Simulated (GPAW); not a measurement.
Records of electronic-structure calculations.

## How the form of the self-energy moves the gap of BaTiO3 (P4mm)

The structure is tetragonal, space group P4mm (No. 99). Conventional cell: a = 4.000 Å, b = 4.000 Å, c = 4.018 Å, α = 90.00°, β = 90.00°, γ = 90.00°. Nearest to Ba lie 12 O at 2.79 to 2.88 Å. Nearest to Ti lie 6 O at 1.89 to 2.13 Å. Nearest to O lie 2 Ti at 1.89 to 2.13 Å and 4 Ba at 2.83 Å. Nearest to O lie 2 Ti at 2.00 Å and 4 Ba at 2.79 to 2.88 Å. Farther neighbours and most contacts between anions are not listed.

```
method                                  : DFT, PBE, plane waves, PAW (and 3 further levels or steps)
program                                 : GPAW 26.7.0
settings of one run                     : cutoff 600 eV, GPAW PAW setups 1.2.1 data release, 4×4×4 k-mesh, nbands 768
cost                                    : 5 runs, 37 min in all on 4 MPI ranks of Intel Xeon Platinum 8259CL at 2.50GHz (Skylake/Cascade Lake), shared host (the runs of this entry)
notes                                   : The database entry behind the starting cell differs from later determinations by our own check (c/a about 0.6 % short). The cell and positions come from the Crystallography Open Database and are kept as given unless a step says otherwise. Limits: no spin-orbit coupling. Bands and cutoff are finite, so the gap is not at the basis limit. The miss can reach some tenths of an eV and take either sign; the mesh is an error of its own. The 4×4×4 mesh is coarse for this cell, which bears on the long-range parts of exchange and screening.
G0W0, Godby-Needs plasmon pole          : 3.625 eV
one-shot HSE06                          : 4.170 eV
one-shot PBE0                           : 4.903 eV
G0W0, full frequency, Hilbert transform : 3.720 eV
known limits                            : not at the basis limit; no spin-orbit coupling; coarse k mesh
```

One-shot HSE06: +0.546 eV against G0W0, Godby-Needs plasmon pole. One-shot PBE0: +1.279 eV against G0W0, Godby-Needs plasmon pole.

[Paths, hosts, dates, memory and timing lines, banners, echoed tables and standing remarks are left out of the program output.]

[Logs are printed without paths, hosts, clocks, repeated set-up lines and the standing remarks that a program may print on its own settings, such as how far it seeks lower states.]

[Runs of the session that timed out or met a known fault of the program may be left out.]

[Hosts, paths, dates, database ids (printed as entryN), source tags and the programs' standing remarks are cut or masked in the printed files.]
